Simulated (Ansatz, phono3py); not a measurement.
# LiH (Fm-3m): lattice thermal conductivity, part 2 of 5

Aim: the lattice thermal conductivity of LiH against temperature, and which phonons carry it.

Measurements to reproduce:
- thermal conductivity 15 W/m/K near room temperature (given in “Combining the AFLOW GIBBS and Elastic Libraries to efficiently and robustly screen thermo-mechanical properties of solids”, 2017, arXiv:1611.05714)
- thermal conductivity 15 W/m/K near room temperature (given in “Predicting the lattice thermal conductivity of solids by solving the Boltzmann transport equation: AFLOW - AAPL an automated, accurate and efficient framework”, 2017, arXiv:1611.05481)

Ansatz 0.2.0; DFT LDA, scalar-relativistic, plane waves, PAW; PAW set soft_1.

So far. Step 2 (A first coarse run): The start is under -4.1 GPa at this level and looks like an insulator or semiconductor on this mesh. The relaxed cell has a = 3.910 Å (conventional setting).

The database entry behind the starting cell differs from later determinations by our own check (the deuteride, about 0.2 % short), so it need not match the best structure at ambient conditions.

## (5) Relaxing to small residual forces and stress

The thresholds are tightened for a last relaxation ahead of the phonons, and where mesh or smearing change with them the cell follows.

Input file input.yaml:

```yaml
crystal:
  lattice:
    - [0.0, 1.9549304388, 1.9549304388]
    - [1.9549304388, 0.0, 1.9549304388]
    - [1.9549304388, 1.9549304388, 0.0]
  atoms:
    - { symbol: Li, position: [0.0, 0.0, 0.0] }
    - { symbol: H, position: [0.5, 0.5, 0.5] }
kpoints:
  mp_grid: { grid: [12, 12, 12] }
hamiltonian:
  xc: lda
  pseudopotentials: { kind: paw, azcp: { folder: soft_1 }, xc_functional: pbe }
scf:
  occupations: { method: fixed }
  lower_state_search: "off"
output:
  forces: true
  stress: true
  eigenvalues: true
  write_density: true
  write_potential: true
  elf: true
  volumetric_format: npy
relax:
  adjacent_minimum: "off"
  f_tol: 0.001
  max_steps: 60
  cell: { stress_tol: 0.01 }
```

Command:

```console
$ ansatz run input.yaml --threads 8 --pin off --max-ram 19456MiB --backend cpu --events-out ev --progress --plain --runs-dir out
```

Numbers of over 12 decimals in the logs are rounded to 6 here.

What it wrote:

```text
[...]
Crystal: 2 atoms, lattice volume = 14.943 Å³
Basis set: ecut = 420 eV, 283 PW (Γ)
Bands: 6, of which v1, the nominal top of the filled ones, is band 2 counted from 1 (1 counted from 0)
Symmetry: 48 space group operations
[...]
k-points: 72 of 1728
[...]
SCF iter   1: F=—  HF=-218.355468 eV  |F-HF|=—  |Δ(HF+E_count)|=         —  Δρ=5.65e-2  dr2=4.21e-1  ethr=3.10e-3  ⟨swp⟩=3.3  Hψ=2784  notcnv=0  defer=131
[...]
SCF iter   6: F=-218.215040 eV  HF=-218.215040 eV  |F-HF|=1.34e-11  |Δ(HF+E_count)|=   1.58e-9  Δρ=4.25e-7  dr2=1.03e-11  ethr=7.70e-11  ⟨swp⟩=3.3  Hψ=1442  notcnv=0
SCF 1 converged in 6 iterations: F = -218.215040 eV  dr2 = 1.03e-11
[...]
relax step   1: F+E_penalty+E_count = -218.21503979 eV  Δ(F+E_penalty+E_count) = +0.000e0 eV  max|allowed force component| = 3.102e-31 eV/Å  Δτ_max = 0.0000 Å  P = -0.047 GPa  Ω = 14.943 Å³  (6 SCF iters, dr2 threshold 1.00e-7 eV, accepted)
Crystal: 2 atoms, lattice volume = 14.931 Å³
[...]
SCF iter   3: F=-218.215049 eV  HF=-218.215049 eV  |F-HF|=1.81e-10  |Δ(HF+E_count)|=   1.05e-8  Δρ=1.29e-6  dr2=9.12e-11  ethr=1.41e-10  ⟨swp⟩=5.8  Hψ=1892  notcnv=0
SCF 2 converged in 3 iterations: F = -218.215049 eV  dr2 = 9.12e-11
relax step   2: F+E_penalty+E_count = -218.21504860 eV  Δ(F+E_penalty+E_count) = -8.803e-6 eV  max|allowed force component| = 3.061e-31 eV/Å  Δτ_max = 0.0000 Å  P = -0.017 GPa  Ω = 14.931 Å³  energy of the carried Pulay correction = +6.566e-6 eV  (3 SCF iters, dr2 threshold 5.62e-9 eV, accepted)
Crystal: 2 atoms, lattice volume = 14.925 Å³
[...]
SCF iter   3: F=-218.215053 eV  HF=-218.215053 eV  |F-HF|=8.46e-11  |Δ(HF+E_count)|=   2.80e-9  Δρ=8.31e-7  dr2=3.73e-11  ethr=1.78e-11  ⟨swp⟩=4.3  Hψ=1920  notcnv=0
SCF 3 converged in 3 iterations: F = -218.215053 eV  dr2 = 3.73e-11
relax step   3: F+E_penalty+E_count = -218.21505255 eV  Δ(F+E_penalty+E_count) = -3.958e-6 eV  max|allowed force component| = 3.641e-31 eV/Å  Δτ_max = 0.0000 Å  P = +0.000 GPa  Ω = 14.925 Å³  energy of the carried Pulay correction = +1.020e-5 eV  (3 SCF iters, dr2 threshold 7.14e-10 eV, accepted)
[...]
SCF iter   4: F=-218.215052 eV  HF=-218.215052 eV  |F-HF|=5.68e-14  |Δ(HF+E_count)|=  6.82e-13  Δρ=3.04e-8  dr2=1.00e-13  ethr=1.00e-12  ⟨swp⟩=4.5  Hψ=1810  notcnv=0
SCF 4 converged in 4 iterations: F = -218.215052 eV  dr2 = 1.00e-13
relax step   4: F+E_penalty+E_count = -218.21505246 eV  Δ(F+E_penalty+E_count) = +9.013e-8 eV  max|allowed force component| = 3.164e-31 eV/Å  Δτ_max = 0.0000 Å  P = -0.001 GPa  Ω = 14.925 Å³  stress off target by 5.44e-4 GPa  SCF on the basis re-selected at this cell (its energy is not comparable with the rows above)  (4 SCF iters)
[...]
SCF converged after 4 iterations
Free energy (F): -218.215052 eV
[...]
Internal energy: -218.215052 eV  (E = F + TS)
E sigma→0 (E₀):  -218.215052 eV
Fermi energy:    1.118652 eV
[...]
--- Stress (GPa, compression-positive) ---
       -0.000544       0.000000       0.000000
        0.000000      -0.000544      -0.000000
        0.000000       0.000000      -0.000544
  P = ⅓ Tr σ = -0.0005 GPa (-0.005 kbar)
--- Band table (eV; the first three rows and the last of 72) ---
[...]
--- Relaxed structure (3 steps of the walk, 3 accepted, 1 SCFs on fresh bases) ---
[...]
cell:  # Å, volume = 14.9252 Å³
    - [0, 1.954176, 1.954176]
    - [1.954176, 0, 1.954176]
    - [1.954176, 1.954176, 0]
  atoms:
    - { symbol: Li, position: [0, 0, 0] }
    - { symbol: H, position: [0.5, 0.5, 0.5] }
```

It took 0.79 s on 8 threads of Arm Neoverse V2, shared host; peak memory 0.22 GiB.

Little changed from the start: no atom moved by 0.005 Å and no cell edge by 0.1 %.

Numbers from this step:

```
pressure          : -5.44e-4 GPa
gap on the k-mesh : 2.539 eV
volume per atom   : 7.463 Å³/atom
```

Electrostatic potential energy in the ac plane of the conventional cell at fractional y = 0.000, with atoms of Li and H within 0.2 Å of it. With pseudopotentials it is smooth inside the atoms' cores, unlike the true potential.

Ten even steps from '0' (-36 eV) to '9' (4 eV), each cell a mean:
```
02699842699851
46899988999975
88999999999998
99999999999999
99999866789999
57998621479996
05998400169982
26998510269984
89999754689998
99999988899999
99999999999999
67899999999986
14799965799862
01699820599840
```
Columns run along a (3.9 Å; values clipped at the 3rd and 97th percentile), rows up along c (3.9 Å), edges of the conventional cell, whose origin can differ from the input's. Atoms in or near the plane, at fractional coordinates: Li at (0.00, 0.00), Li at (0.50, 0.50), H at (0.50, 0.00), H at (0.00, 0.50).

ELF in the ac plane of the conventional cell at fractional y = 0.000, with atoms of Li and H within 0.2 Å of it. It is the smooth field of the valence electrons, not physical close to the nuclei.

Ten even steps from '0' (0.47 × 1e-1) to '9' (9.99 × 1e-1), each cell a mean:
```
84017999995027
20016999984002
00013678752000
55311111111245
99730001001589
99950046301799
99950289611899
99950278401799
99840022001699
87520000001367
11112455531111
10015899973000
63017999995004
96118999995028
```
Columns run along a (3.9 Å), rows up along c (3.9 Å), edges of the conventional cell, whose origin can differ from the input's. Atoms in or near the plane, at fractional coordinates: Li at (0.00, 0.00), Li at (0.50, 0.50), H at (0.50, 0.00), H at (0.00, 0.50).

Valence density in the ac plane of the conventional cell at fractional y = 0.000, with atoms of Li and H within 0.2 Å of it. It is the smooth field of the valence electrons, not physical close to the nuclei.

Ten steps, logarithmic in the rise over the least value, from '_' (0.1 e/Å³) to '@' (8.3 e/Å³), each cell a mean:
```
@@##::__::--++++==::..__++%%
++--____..::------::____..++
..________..::::....________
....______________________..
--::..______::--..____..::::
====::..__--##%%**..__..--==
**==--....++@@@@%%--__::--++
++==::..__++%%@@##::__::--++
----::____..++++--____..::--
::....________..________..::
____________......__________
--..____..::::--::..______::
%%**..__..--======::..__--##
@@%%--__::--++**==--....++@@
```
Columns run along a (3.9 Å), rows up along c (3.9 Å), edges of the conventional cell, whose origin can differ from the input's. Atoms in or near the plane, at fractional coordinates: Li at (0.00, 0.00), Li at (0.50, 0.50), H at (0.50, 0.00), H at (0.00, 0.50).

The residual pressure is -5.4e-4 GPa, small enough for phonons.

## (6) Third-order constants and the Boltzmann equation, k-mesh 9×9×9, third order supercell 3×3×3

The supercell must be wider than twice the pair cutoff, and the number of displaced cells grows with the pairs inside it, which is where the cost lies.

Input file input.yaml:

```yaml
crystal:
  lattice:
    - [0.0, 1.9541756064, 1.9541756064]
    - [1.9541756064, 0.0, 1.9541756064]
    - [1.9541756064, 1.9541756064, 0.0]
  atoms:
    - { symbol: Li, position: [0.0, 0.0, 0.0] }
    - { symbol: H, position: [0.5, 0.5, 0.5] }
kpoints:
  mp_grid: { grid: [9, 9, 9] }
hamiltonian:
  xc: lda
  pseudopotentials: { kind: paw, azcp: { folder: soft_1 }, xc_functional: pbe }
scf:
  occupations: { method: fixed }
  lower_state_search: "off"
output:
  eigenvalues: true
phonons:
  method: fd
  dielectric: true
  supercell: [3, 3, 3]
  temperatures: { t_max: 1000, t_step: 50 }
  qpath:
    path:
      - [[0.0, 0.0, 0.0], [0.5, 0.0, 0.5], [0.625, 0.25, 0.625]]
      - [[0.375, 0.375, 0.75], [0.0, 0.0, 0.0], [0.5, 0.5, 0.5], [0.5, 0.25, 0.75], [0.5, 0.0, 0.5]]
    npoints: 10
  third_order: { supercell: [3, 3, 3], pair_cutoff: 2.914 }
  lattice_thermal_conductivity:
    qmesh: [17, 17, 17]
    temperatures: [100.0, 150.0, 200.0, 300.0, 400.0, 500.0]
    isotope_mass_variance:
      - { species: H, variance: 0.0001146 }
      - { species: Li, variance: 0.001459 }
```

What it wrote:

```text
Warning: phonons.dielectric: true without phonons.rigid_motions: the static dielectric tensor ε⁰ will be withheld (ε∞, Z* and the rows of modes are given); for a crystal or a slab, whose only rigid motions are the translations, set phonons.rigid_motions: translations
[...]
Crystal: 54 atoms, lattice volume = 402.981 Å³
Basis set: ecut = 420 eV, 7799 PW (Γ)
Bands: 108, of which v1, the nominal top of the filled ones, is band 54 counted from 1 (53 counted from 0)
Symmetry: 1296 space group operations
k-points: 4 of 27
[...]
SCF iter   1: F=—  HF=-5891.804460 eV  |F-HF|=—  |Δ(HF+E_count)|=         —  Δρ=1.30e-7  dr2=3.58e-11  ethr=1.00e-12  ⟨swp⟩=3.0  Hψ=961  notcnv=0
[...]
SCF iter   2: F=-5891.804460 eV  HF=-5891.804460 eV  |F-HF|=4.55e-12  |Δ(HF+E_count)|=  1.00e-11  Δρ=5.76e-8  dr2=6.89e-12  ethr=1.00e-12  ⟨swp⟩=3.0  Hψ=694  notcnv=0
SCF 1 converged in 2 iterations: F = -5891.804460 eV  dr2 = 6.89e-12
[...]
Crystal: 2 atoms, lattice volume = 14.925 Å³
Basis set: ecut = 420 eV, 283 PW (Γ), exchange–correlation on 40×40×40 points (8 copies of the dense FFT grid, shifted against one another)
Bands: 6, of which v1, the nominal top of the filled ones, is band 2 counted from 1 (1 counted from 0)
Symmetry: 48 space group operations
k-points: 75 of 729 (irreducible under 8 space group operations, time reversal used)
[...]
SCF iter   3: F=-218.214980 eV  HF=-218.214980 eV  |F-HF|=1.71e-13  |Δ(HF+E_count)|=  1.42e-13  Δρ=5.43e-8  dr2=2.89e-13  ethr=1.00e-12  ⟨swp⟩=1.0  Hψ=1125  notcnv=0
SCF 2 converged in 3 iterations: F = -218.214980 eV  dr2 = 2.89e-13
[...]
NSCF: frozen V_eff on 5 k-points
DFPT response loops at Γ: preconditioner auto → none (the input reference at scf.mixing.eps_inf says where Resta's filter doesn't serve); β = 0.50; Broyden in place of MSR1
── the response to a field inside a basis, on 14×14×14 k-points: an SCF that follows is theirs, and a resumed run solves both again ──
Bands: 3, of which v1, the nominal top of the filled ones, is band 2 counted from 1 (1 counted from 0)
k-points: 280 of 2744 (irreducible under 12 space group operations)
[...]
Eigensolver: Dense (280 Hₖ)
SCF iter   1: F=—  HF=-218.215459 eV  |F-HF|=—  |Δ(HF+E_count)|=         —  Δρ=2.54e-4  dr2=1.18e-6  ethr=1.00e-1
[...]
SCF iter   3: F=-218.215460 eV  HF=-218.215460 eV  |F-HF|=1.25e-11  |Δ(HF+E_count)|=   4.00e-7  Δρ=7.66e-7  dr2=1.75e-11  ethr=7.57e-9
SCF 1 converged in 3 iterations: F = -218.215460 eV  dr2 = 1.75e-11
[...]
Symmetry: 8 space group operations
k-points: 6 of 27 (time reversal used)
[...]
SCF iter   5: F=-5891.804449 eV  HF=-5891.804449 eV  |F-HF|=0.00e0  |Δ(HF+E_count)|=  4.55e-12  Δρ=1.96e-8  dr2=1.75e-12  ethr=1.00e-12  ⟨swp⟩=4.0  Hψ=1579  notcnv=0
SCF 2 converged in 5 iterations: F = -5891.804449 eV  dr2 = 1.75e-12
[...]
SCF iter   5: F=-5891.804451 eV  HF=-5891.804451 eV  |F-HF|=0.00e0  |Δ(HF+E_count)|=  2.27e-11  Δρ=3.20e-8  dr2=2.59e-12  ethr=1.00e-12  ⟨swp⟩=4.0  Hψ=1602  notcnv=0
SCF 3 converged in 5 iterations: F = -5891.804451 eV  dr2 = 2.59e-12
[...]
SCF iter   3: F=-5891.804460 eV  HF=-5891.804460 eV  |F-HF|=9.09e-13  |Δ(HF+E_count)|=    0.00e0  Δρ=1.04e-8  dr2=3.77e-13  ethr=1.00e-12  ⟨swp⟩=1.0  Hψ=794  notcnv=0
SCF 4 converged in 3 iterations: F = -5891.804460 eV  dr2 = 3.77e-13
[...]
SCF iter   5: F=-5891.802828 eV  HF=-5891.802828 eV  |F-HF|=9.73e-11  |Δ(HF+E_count)|=  5.56e-10  Δρ=2.34e-7  dr2=2.83e-10  ethr=1.00e-12  ⟨swp⟩=3.8  Hψ=1395  notcnv=0
SCF 5 converged in 5 iterations: F = -5891.802828 eV  dr2 = 2.83e-10
[...]
SCF iter   6: F=-5891.797912 eV  HF=-5891.797912 eV  |F-HF|=5.46e-12  |Δ(HF+E_count)|=  4.09e-11  Δρ=8.59e-8  dr2=2.90e-11  ethr=1.00e-12  ⟨swp⟩=3.7  Hψ=1338  notcnv=0
SCF 6 converged in 6 iterations: F = -5891.797912 eV  dr2 = 2.90e-11
Symmetry: 4 space group operations
k-points: 8 of 27 (time reversal used)
[...]
SCF 7 converged in 5 iterations: F = -5891.801198 eV  dr2 = 6.34e-10
[...]
Symmetry: 2 space group operations
k-points: 10 of 27 (time reversal used)
[...]
SCF 8 converged in 5 iterations: F = -5891.801392 eV  dr2 = 4.87e-10
k-points: 10 of 27
[...]
SCF 9 converged in 5 iterations: F = -5891.800991 eV  dr2 = 7.15e-10
Symmetry: 1 space group operations
k-points: 14 of 27 (time reversal used)
[...]
SCF 10 converged in 5 iterations: F = -5891.801494 eV  dr2 = 4.93e-10
[...]
SCF iter   5: F=-5891.801765 eV  HF=-5891.801765 eV  |F-HF|=2.55e-11  |Δ(HF+E_count)|=   2.36e-9  Δρ=4.02e-7  dr2=5.82e-10  ethr=1.00e-12  ⟨swp⟩=4.0  Hψ=1412  notcnv=0
SCF 45 converged in 5 iterations: F = -5891.801765 eV  dr2 = 5.82e-10
[...]
SCF iter   5: F=-5891.801459 eV  HF=-5891.801459 eV  |F-HF|=4.00e-11  |Δ(HF+E_count)|=   1.66e-9  Δρ=5.16e-7  dr2=9.19e-10  ethr=1.00e-12  ⟨swp⟩=3.1  Hψ=2588  notcnv=0
SCF 46 converged in 5 iterations: F = -5891.801459 eV  dr2 = 9.19e-10
[...]
SCF iter   6: F=-5891.800990 eV  HF=-5891.800990 eV  |F-HF|=8.19e-12  |Δ(HF+E_count)|=  1.08e-10  Δρ=7.77e-8  dr2=2.71e-11  ethr=1.00e-12  ⟨swp⟩=3.5  Hψ=1296  notcnv=0
SCF 47 converged in 6 iterations: F = -5891.800990 eV  dr2 = 2.71e-11
[...]
SCF iter   5: F=-5891.801657 eV  HF=-5891.801657 eV  |F-HF|=1.38e-10  |Δ(HF+E_count)|=   7.15e-9  Δρ=5.90e-7  dr2=9.70e-10  ethr=1.00e-12  ⟨swp⟩=3.4  Hψ=2137  notcnv=0
SCF 48 converged in 5 iterations: F = -5891.801657 eV  dr2 = 9.70e-10
[...]
SCF iter   5: F=-5891.801707 eV  HF=-5891.801707 eV  |F-HF|=1.45e-10  |Δ(HF+E_count)|=   5.26e-9  Δρ=5.90e-7  dr2=9.35e-10  ethr=1.00e-12  ⟨swp⟩=3.1  Hψ=3765  notcnv=0
SCF 49 converged in 5 iterations: F = -5891.801707 eV  dr2 = 9.35e-10
[...]
SCF iter   5: F=-5891.801705 eV  HF=-5891.801705 eV  |F-HF|=1.88e-10  |Δ(HF+E_count)|=   5.85e-9  Δρ=5.92e-7  dr2=9.21e-10  ethr=1.00e-12  ⟨swp⟩=3.2  Hψ=3723  notcnv=0
SCF 50 converged in 5 iterations: F = -5891.801705 eV  dr2 = 9.21e-10
[...]
SCF iter   5: F=-5891.801755 eV  HF=-5891.801755 eV  |F-HF|=2.22e-10  |Δ(HF+E_count)|=   4.85e-9  Δρ=5.43e-7  dr2=7.43e-10  ethr=1.00e-12  ⟨swp⟩=3.3  Hψ=2789  notcnv=0
SCF 51 converged in 5 iterations: F = -5891.801755 eV  dr2 = 7.43e-10
[...]
SCF iter   5: F=-5891.801772 eV  HF=-5891.801772 eV  |F-HF|=1.46e-11  |Δ(HF+E_count)|=   2.16e-9  Δρ=4.11e-7  dr2=5.66e-10  ethr=1.00e-12  ⟨swp⟩=4.2  Hψ=1399  notcnv=0
SCF 52 converged in 5 iterations: F = -5891.801772 eV  dr2 = 5.66e-10
[...]
SCF iter   5: F=-5891.801445 eV  HF=-5891.801445 eV  |F-HF|=2.55e-11  |Δ(HF+E_count)|=   1.61e-9  Δρ=5.07e-7  dr2=8.84e-10  ethr=1.00e-12  ⟨swp⟩=3.0  Hψ=2762  notcnv=0
SCF 53 converged in 5 iterations: F = -5891.801445 eV  dr2 = 8.84e-10
[...]
SCF iter   6: F=-5891.801261 eV  HF=-5891.801261 eV  |F-HF|=1.18e-11  |Δ(HF+E_count)|=  1.02e-10  Δρ=8.01e-8  dr2=3.05e-11  ethr=1.00e-12  ⟨swp⟩=3.5  Hψ=1360  notcnv=0
SCF 54 converged in 6 iterations: F = -5891.801261 eV  dr2 = 3.05e-11
SCF converged after 2 iterations
Free energy (F): -5891.804460 eV
[...]
Internal energy: -5891.804460 eV  (E = F + TS)
E sigma→0 (E₀):  -5891.804460 eV
Fermi energy:    1.029782 eV
[...]
--- Band table (eV) ---
  k-point 0: bands = [... 50 lower, -0.1755, -0.1755, -0.1755, -0.1755, 5.8004, 5.8004, 5.8004, 5.8004, ... 50 higher]
  k-point 1: bands = [... 50 lower, -0.1843, 0.2159, 0.2159, 0.2159, 5.1428, 5.1428, 5.1428, 5.9720, ... 50 higher]
  k-point 2: bands = [... 50 lower, 0.7304, 0.7304, 0.7304, 0.7304, 4.6149, 4.8490, 4.8490, 4.8490, ... 50 higher]
  k-point 3: bands = [... 50 lower, 0.3908, 0.4763, 0.4763, 1.0298, 3.8968, 4.9248, 4.9248, 5.9952, ... 50 higher]
--- Phonons: 2 displaced members + reference (amplitude 0.0025 Å, Σ member SCF iterations 10) ---
  symmetry images taken by strict's conditions (phonons.symmetry_images: auto; settled by no image being taken that strict refuses)
  ASR residual: 3.079e-5 → 0.000e0 eV/Å²; symmetrization residual: 3.444e-5 eV/Å²
  largest component of a force at the reference: 8.1e-29 eV/Å
  ASR residual per site (eV/Å²): 3.08e-5 9.45e-6
  Γ frequencies (cm⁻¹): 0.00 0.00 0.00 646.80 646.80 646.80
  Unit cell's response to a homogeneous field: 3 representative field directions (Σ response iterations 9)
  ε∞ (high-frequency dielectric tensor):
        4.980928    -0.000000    -0.000000
       -0.000000     4.980928    -0.000000
       -0.000000    -0.000000     4.980928
  ε⁰ (static dielectric tensor): not given — the deck does not say what the cell's rigid motions are, and on a molecule in a box or a wire the rigid rotations would enter the sum over the modes at Γ. For a crystal or a slab, whose only rigid motions are the translations, set phonons.rigid_motions: translations.
  Born effective charges Z* (e; rows j = field, columns β = displacement):
    site 0:
         1.02468    0.00000   -0.00000
        -0.00000    1.02468   -0.00000
         0.00000    0.00000    1.02468
    site 1:
        -1.02468   -0.00000    0.00000
         0.00000   -1.02468    0.00000
        -0.00000   -0.00000   -1.02468
  Z* charge neutrality: 1.111e-4 e pre-enforcement
  solved inside a basis spanned on the 9×9×9 k-mesh, on 14×14×14 k-points, its susceptibility summed on 16×16×16: ε∞ is read to err by 2.0e-2, Z* by 7.1e-3 e; Z* is corrected for what the basis lacks
  optical modes at Γ without the LO–TO term, one row a degenerate level:
      ω (cm⁻¹)  modes    IR ((D/Å)²/amu)
        646.80      3            82.5661
  optical modes at Γ + LO–TO along q̂ = [1.0000, 0.0000, 0.0000]:
      ω (cm⁻¹)  modes    IR ((D/Å)²/amu)
        646.80      2            55.0441
       1099.07      1            27.5220
  optical modes at Γ + LO–TO along q̂ = [0.0000, 1.0000, 0.0000]:
      ω (cm⁻¹)  modes    IR ((D/Å)²/amu)
        646.80      2            55.0441
       1099.07      1            27.5220
  optical modes at Γ + LO–TO along q̂ = [0.0000, 0.0000, 1.0000]:
      ω (cm⁻¹)  modes    IR ((D/Å)²/amu)
        646.80      2            55.0441
       1099.07      1            27.5220
  density of states and harmonic sums: on the 27×27×27 q-mesh, interpolated from the force constants of a 3×3×3 supercell (with the dipole–dipole term)
  largest difference from the sums on the solved wave vectors: F 1.46e-2 eV, S 2.46e-5 and C_V 9.19e-6 eV/K
  zero-point energy: 0.235059 eV/cell   skipped modes (ω ≤ 0): 3   left out of the sums: 2.54e-5 of the cell's modes: C_V's classical limit lies that fraction below 3 k_B per atom; for a crystal, a wire or a layer, F and S can be off by more, and a phonons.interpolated_qmesh denser along its periods is the remedy for the sampling
--- Third-order force constants: 50 member SCFs in a 3×3×3 supercell (pair cutoff 2.914 Å, amplitude 0.03 Å, SCF threshold 1.00e-9 eV, Σ member SCF iterations 259) ---
[...]
sum-rule residual: 1.503e-1 → 2.435e-15 eV/Å³; symmetrization residual: 3.773e-3 eV/Å³; largest sum-rule correction relative to its orbit: 3.426e-1, on the orbit of the block of home site 1 with site 1 of cell (-1, 0, 0) and site 1 of cell (-1, 0, 0), whose norm before the correction was 3.898e-1 eV/Å³
--- Lattice thermal conductivity: 17×17×17 mesh (165 irreducible points), tetrahedron method ---
  three-phonon and isotope scattering only; four-phonon, boundary and, in a metal, phonon-electron scattering are left out
  each conductivity is what the modes' populations carry and what the coherences between them add
  conductivity (a third of the tensor's trace), W/(m K), in the relaxation-time approximation and from the full solution:
       T (K)   relaxation time   full solution  iterations             ending  least Ritz value
      100.00          103.4803        113.1824           7          converged          6.274e-1
      150.00           56.3250         62.9004           7          converged          6.002e-1
      200.00           41.5434         46.5500           8          converged          6.016e-1
      300.00           27.3674         30.4430           8          converged          5.795e-1
      400.00           20.4282         22.5546           9          converged          5.479e-1
      500.00           16.4428         18.0575           9          converged          5.279e-1
```

Wall time 2.2 min (8 threads); peak memory 2.4 GiB.

Numbers from this step:

```yaml
gamma_frequencies: 0, 0, 0, 646.8, 646.8, 646.8 cm⁻¹ (negative: imaginary)
lowest_frequency_on_the_path: 0 cm⁻¹
zero_point_energy: 0.2351 eV/cell
point_group: m-3m
highest_frequency: 1099 cm⁻¹
debye_temperature_from_the_second_moment: 1298 K
kappa_at_300_k_relaxation_time: 27.37 W/m/K
kappa_at_300_k_full_solution: 30.44 W/m/K
dipole_term: run
mean_free_path_at_half_of_kappa: 21.8 nm
share_of_kappa_above_the_three_lowest_branches: 0.033
third_order_blocks: 350
periodic_aliases_dropped: 24
largest_relative_sum_rule_correction: 0.3426
displaced_cells_third_order: 50
```

[end of part 2 of 5]

[Logs are printed without paths, hosts, clocks, repeated set-up lines and the standing remarks that a program may print on its own settings, such as how far it seeks lower states.]

[Hosts, paths, dates, database ids (printed as entryN), source tags and the programs' standing remarks are cut or masked in the printed files.]

[A step with changed settings may run another functional than the one named; its input shows which.]
